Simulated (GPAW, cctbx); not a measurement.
## How far are the atoms of CdSn3Rh from free atoms?

Aim: compute the bonding part of the density of CdSn3Rh, find which reflections carry it, and see how it biases an ordinary refinement.

The start was made by putting kin elements into a known structure type; the compound need not exist, or be stable, in this form. All numbers below are calculated.

## 1. Relax the structure

The density hangs on the geometry, so cell and atoms are relaxed first, with the symmetry held. The cutoff is set higher than for the density because stress converges slowly with plane waves.

Settings: GPAW 26.7.0, PBE, 570 eV, 5×5×5 k-points, Fermi–Dirac width 0.1 eV, BFGS to 0.03 eV/Å.

```text
cell
1.0
     4.459000000    0.000000000    0.000000000
     0.000000000    4.459000000    0.000000000
    -2.229500000   -2.229500000    5.174000000
Sn Cd Rh
3 1 1
Direct
0.253500000 0.753500000 0.507000000
0.415300000 0.415300000 0.830600000
0.753500000 0.253500000 0.507000000
0.996400000 0.996400000 0.992800000
0.660100000 0.660100000 0.320200000
```

```console
$ OMP_NUM_THREADS=1 mpirun -n 4 gpaw python run.py > gpaw.log
```

```text
BFGS:    0      -18.397767        3.596461
BFGS:    1      -19.007285        2.777862
BFGS:    2      -19.912142        2.016251
BFGS:    3      -20.163620        1.564731
...
BFGS:   22      -20.595388        0.283516
BFGS:   23      -20.603505        0.113488
BFGS:   24      -20.606154        0.017811
cell  4.4484 4.4484 7.0341  108.43 108.43 90.00
volume 124.502 A^3, largest force 0.015 eV/A, largest stress 0.04 GPa
```

The cell moved far, while the k-mesh and basis were chosen for the start, so the final shape may be somewhat biased.

After 24 steps the volume has changed by +21.0 % and the energy by -2.208 eV; the largest stress left is 0.04 GPa. It took 11 min on 4 cores of Arm Neoverse V2 (shared host), peak memory 1.8 GiB.

Relaxed structure: I4mm (no. 107), a = 4.4484 Å, b = 4.4484 Å, c = 12.5831 Å, α = 90.00°, β = 90.00°, γ = 90.00°.

```
atom  mult.    x    y       z
 Sn1      4    0  1/2  0.2458
 Sn2      2    0    0  0.4149
 Cd1      2    0    0  0.0501
 Rh1      2  1/2  1/2  0.1220
```

## 2. Density and charge transfer

X-rays see the whole electron density, so the PAW density is rebuilt with its core regions. Subtracting spherical free atoms from the same code cancels the cores and leaves the deformation density Δρ, the part due to bonding.

Settings: PBE, 450 eV, 6×6×6 k-points, Fermi–Dirac width 0.1 eV; primitive cell of 5 atoms.

```console
$ OMP_NUM_THREADS=1 mpirun -n 4 gpaw python run.py > gpaw.log
```

```text
|iter:   1|       0s |  -21.074856 | +0.09 |       |
|iter:   2|       3s |  -20.950935 | -1.90 | -1.43 |
|iter:   3|       6s |  -22.205544 | -1.03 | -1.46 |
...
|iter:  11|      31s |  -20.395247c| -6.49 | -4.33c|
|iter:  12|      34s |  -20.395246c| -7.13 | -4.65c|
|iter:  13|      36s |  -20.395246c| -7.59c| -5.19c|
```

```text
gpts.py:43: UserWarning: Initial realspace grid (24,24,35) inconsistent with symmetries.
gpts.py:43: UserWarning: Initial realspace grid (24,24,35) inconsistent with symmetries.
gpts.py:43: UserWarning: Initial realspace grid (24,24,35) inconsistent with symmetries.
gpts.py:43: UserWarning: Initial realspace grid (24,24,35) inconsistent with symmetries.
gpts.py:70: UserWarning: Using symmetrized grid: (35,35,35).
gpts.py:70: UserWarning: Using symmetrized grid: (35,35,35).
gpts.py:70: UserWarning: Using symmetrized grid: (35,35,35).
gpts.py:70: UserWarning: Using symmetrized grid: (35,35,35).
grid (70, 70, 70)  electrons 243.000  moved by bonding 0.951 e
deformation density beyond 0.5 A of the nuclei: max 0.082, min -0.163 e/A^3
atom        x       y       z   Voronoi charge  moment
Sn1    0.7458  0.2458  0.4916      0.014       0.00
Sn2    0.4149  0.4149  0.8298     -0.033       0.00
Sn3    0.2458  0.7458  0.4916      0.014       0.00
Cd4    0.0501  0.0501  0.1002      0.267       0.00
Rh5    0.6220  0.6220  0.2440     -0.261       0.00
mean inner potential of superposed free atoms 19.467 V
total magnetic moment 0.000 muB
```

Deformation density in a plane through the shortest contact of the Sn atom at the origin, in 0.01 e/Å³ (clipped at ±99); x from -1.6 to 4.2 Å, y from 2.4 down to -2.4 Å:

```text
 -1  -1   2   1   0   0   0   0   0   0   0   0  -2  -4   .   .
 -1  -1   2   1   0   0   0   0   0   0   0   0  -2  -4   .   .
 -2   2   3   2   0  -1   0   0   1   1   1   2   2  -1  -4  -2
  1   4   4   1  -1  -2   0   1   1   1   1   3   6   6   2  -1
  2   3   1  -2  -3  -3   0   3   3  -1  -3   1   3   6   4   1
  1   1  -2  -1   .  -1  -1   5   5  -1 -10   . -12   0   3   1
  0   0  -3   .   .   .  -1   7   7   3   .   .   .   0   2   1
  1   1  -2  -1   .  -1  -1   5   5  -1 -10   . -12   0   3   1
  2   3   1  -2  -3  -3   0   3   3  -1  -3   1   3   6   4   1
  1   4   4   1  -1  -2   0   1   1   1   1   3   6   6   2  -1
 -2   2   3   2   0  -1   0   0   1   1   1   2   2  -1  -4  -2
 -1  -1   2   1   0   0   0   0   0   0   0   0  -2  -4   .   .
 -1  -1   2   1   0   0   0   0   0   0   0   0  -2  -4   .   .
```

Atoms in or within 0.15 Å of the plane: Sn (0.0, 0.0), Sn (4.2, 2.2), Sn (4.2, -2.2), Rh (2.6, 0.0) Å. Dots mark points within about 0.45 Å of a nucleus; large values next to them are atomic features.

Rh gains most (-0.26 e) and Cd loses most (+0.27 e), in averages over each element's sites, as electronegativity suggests. Along the shortest contact from the Sn atom at the map's origin, Sn–Rh at 2.61 Å, Δρ is +0.08 e/Å³ at the midpoint: a bond charge, the mark of covalency. At the midpoints of other shortest contacts it is +0.04 (Sn–Sn, 3.08 Å), +0.02 (Cd–Rh, 3.27 Å) and 0.00 (Sn–Cd, 3.32 Å) e/Å³. Point values carry grid noise of about 0.01 e/Å³. The run needed 13 iterations, 47 s.

## 3. From the density to structure factors

The Fourier components of Δρ, added to those of the free atoms, give the static X-ray structure factors; the Mott–Bethe relation turns them into the Fourier components V of the potential that fast electrons feel.

```text
static structure factors of the conventional cell: F in electrons, V (Mott-Bethe) in volts
   h  k  l      d  |F| table  |F| free   |F| DFT   change   |V| free  |V| DFT  change %
   0  0  2  6.2915    94.106    94.107    94.459    0.352     3.559    3.297     -7.4
   1  0  1  4.1940    55.900    55.861    56.303    0.442     2.096    1.950     -6.9
   0  0  4  3.1458    72.936    73.074    72.859   -0.214     2.197    2.237      1.8
   1  1  0  3.1455    74.239    74.097    73.902   -0.195     2.168    2.203      1.6
   1  0  3  3.0517   138.931   138.924   138.910   -0.014     4.097    4.099      0.1
   1  1  2  2.8135   277.174   277.133   276.813   -0.320     8.042    8.088      0.6
   1  1  4  2.2243   244.122   243.999   243.432   -0.567     6.458    6.510      0.8
   2  0  0  2.2242   377.479   377.212   376.555   -0.656     9.907    9.967      0.6
   1  0  5  2.1904   195.914   195.714   195.109   -0.605     5.137    5.191      1.0
   0  0  6  2.0972   259.059   258.935   258.199   -0.736     6.551    6.611      0.9
   2  0  2  2.0970    74.844    74.793    74.380   -0.413     1.956    1.990      1.7
   2  1  1  1.9650    45.900    45.932    45.775   -0.157     1.167    1.180      1.1
   2  0  4  1.8161    62.515    62.475    62.657    0.182     1.375    1.363     -0.8
   2  1  3  1.7975   116.904   116.770   116.634   -0.136     2.740    2.749      0.3
```

The largest X-ray change is -0.74 e on 006, 0.3 % of |F|. For electrons V goes as (Z − F)/g², so a change of F counts against Z − F, which is small at low angle and wherever the atoms' terms cancel: |V| of 002 moves by -7.4 % (3.56 to 3.30 V) against +0.4 % in |F|. The tabulated Hartree–Fock atoms differ from the free DFT atoms by up to 0.27 e, so the choice of reference atom matters too.

## 4. The functional ladder

The same geometry is run with other functionals, to see whether the bonding signal is larger than the spread between approximations. Free atoms are LDA for LDA and PBE otherwise; meta-GGAs and hybrids keep PBE cores. Any other changed setting is in the row's label.

| run | ΔF 006 (e) | ΔF 200 (e) | ΔF 105 (e) | q(Rh) (e) | moved (e) | time |
| --- | --- | --- | --- | --- | --- | --- |
| PBE | -0.736 | -0.656 | -0.605 | -0.261 | 0.951 | 47 s |
| LDA | -0.741 | -0.651 | -0.614 | -0.254 | 0.904 | 43 s |
| r2SCAN | -0.775 | -0.667 | -0.572 | -0.288 | 1.067 | 2.6 min |
| PBE width 1.2 (unsound) | -0.615 | -0.623 | -0.608 | -0.140 | 0.798 | 56 s |

At the base's settings ΔF(006) spans -0.775 to -0.736 e, a spread of 5 % of the PBE value; over the three listed reflections the spread is at most 7 %, so sign and size hold across the functionals. The run marked unsound (smearing far too wide) misses ΔF(006) by 0.121 e. Times are from shared hosts.

## 5. Refining ordinary atoms against data with bonding

Routine crystallography fits spherical atoms. To see the bias, intensities are simulated from tabulated atoms plus the DFT change ΔF, so that bonding alone can misfit (8126 reflections of the full sphere, merged to the counts below, to 0.4 Å, 1 % proportional noise plus counting noise, assumed isotropic U as listed, Δρ smeared by the mean U) and refined with cctbx over different ranges.

| range | data | R1 | GooF | U Sn1 (true 0.0037) | U Sn2 (true 0.0037) | U Cd1 (true 0.0038) | U Rh1 (true 0.0039) | largest shift (Å) | Δρ max, min (e/Å³) |
| --- | --- | --- | --- | --- | --- | --- | --- | --- | --- |
| all data | 1260 | 0.0050 | 0.96 | 0.0037 | 0.0037 | 0.0038 | 0.0039 | 0.0000 | 0.61, -0.65 |
| low resolution, d > 0.84 | 168 | 0.0036 | 0.95 | 0.0036 | 0.0037 | 0.0037 | 0.0040 | 0.0004 | 0.21, -0.13 |
| high order, d < 0.75 | 1030 | 0.0055 | 0.95 | 0.0037 | 0.0037 | 0.0038 | 0.0039 | 0.0000 | 0.56, -0.54 |
| occupancies free, d > 0.7 | 272 | 0.0037 | 0.94 | 0.0037 | 0.0037 | 0.0038 | 0.0038 | 0.0001 | 0.18, -0.15 |

With all data GooF is 0.96, so at this noise the bonding hardly shows; the top residual peak lies 1.60 Å from Sn and 2.29 Å from Sn. No U is off by more than 3 s.u. at low resolution. With Sn1 held at 1 and the scale free, the other occupancies refine to Sn2 1.001(0.001), Cd1 1.000(0.002) and Rh1 0.999(0.002), within three s.u. of full.

## 6. Answer

Bonding moves 0.95 e in the primitive cell of CdSn3Rh and changes the structure factors of the conventional cell in the table above by at most 0.74 e (006, 0.3 %), and among reflections above 2 % of the strongest by up to 0.8 % (101). The shortest bond, Sn–Rh, has Δρ = +0.08 e/Å³ at its midpoint, a covalent bond charge. At the base's settings ΔF(006) spans -0.775 to -0.736 e, a spread of 5 % of the PBE value; over the three listed reflections the spread is at most 7 %, so sign and size hold across the functionals. With all data GooF is 0.96, so at this noise the bonding hardly shows. Limits: static density, frozen cores, no spin–orbit coupling.

[Outputs are excerpts: Python notices, other lines and further rows are left out; steps that failed or that the build refused (PBEsol, TPSS) are not shown.]

[Logs are printed without paths, hosts, clocks, repeated set-up lines and the standing remarks that a program may print on its own settings, such as how far it seeks lower states.]
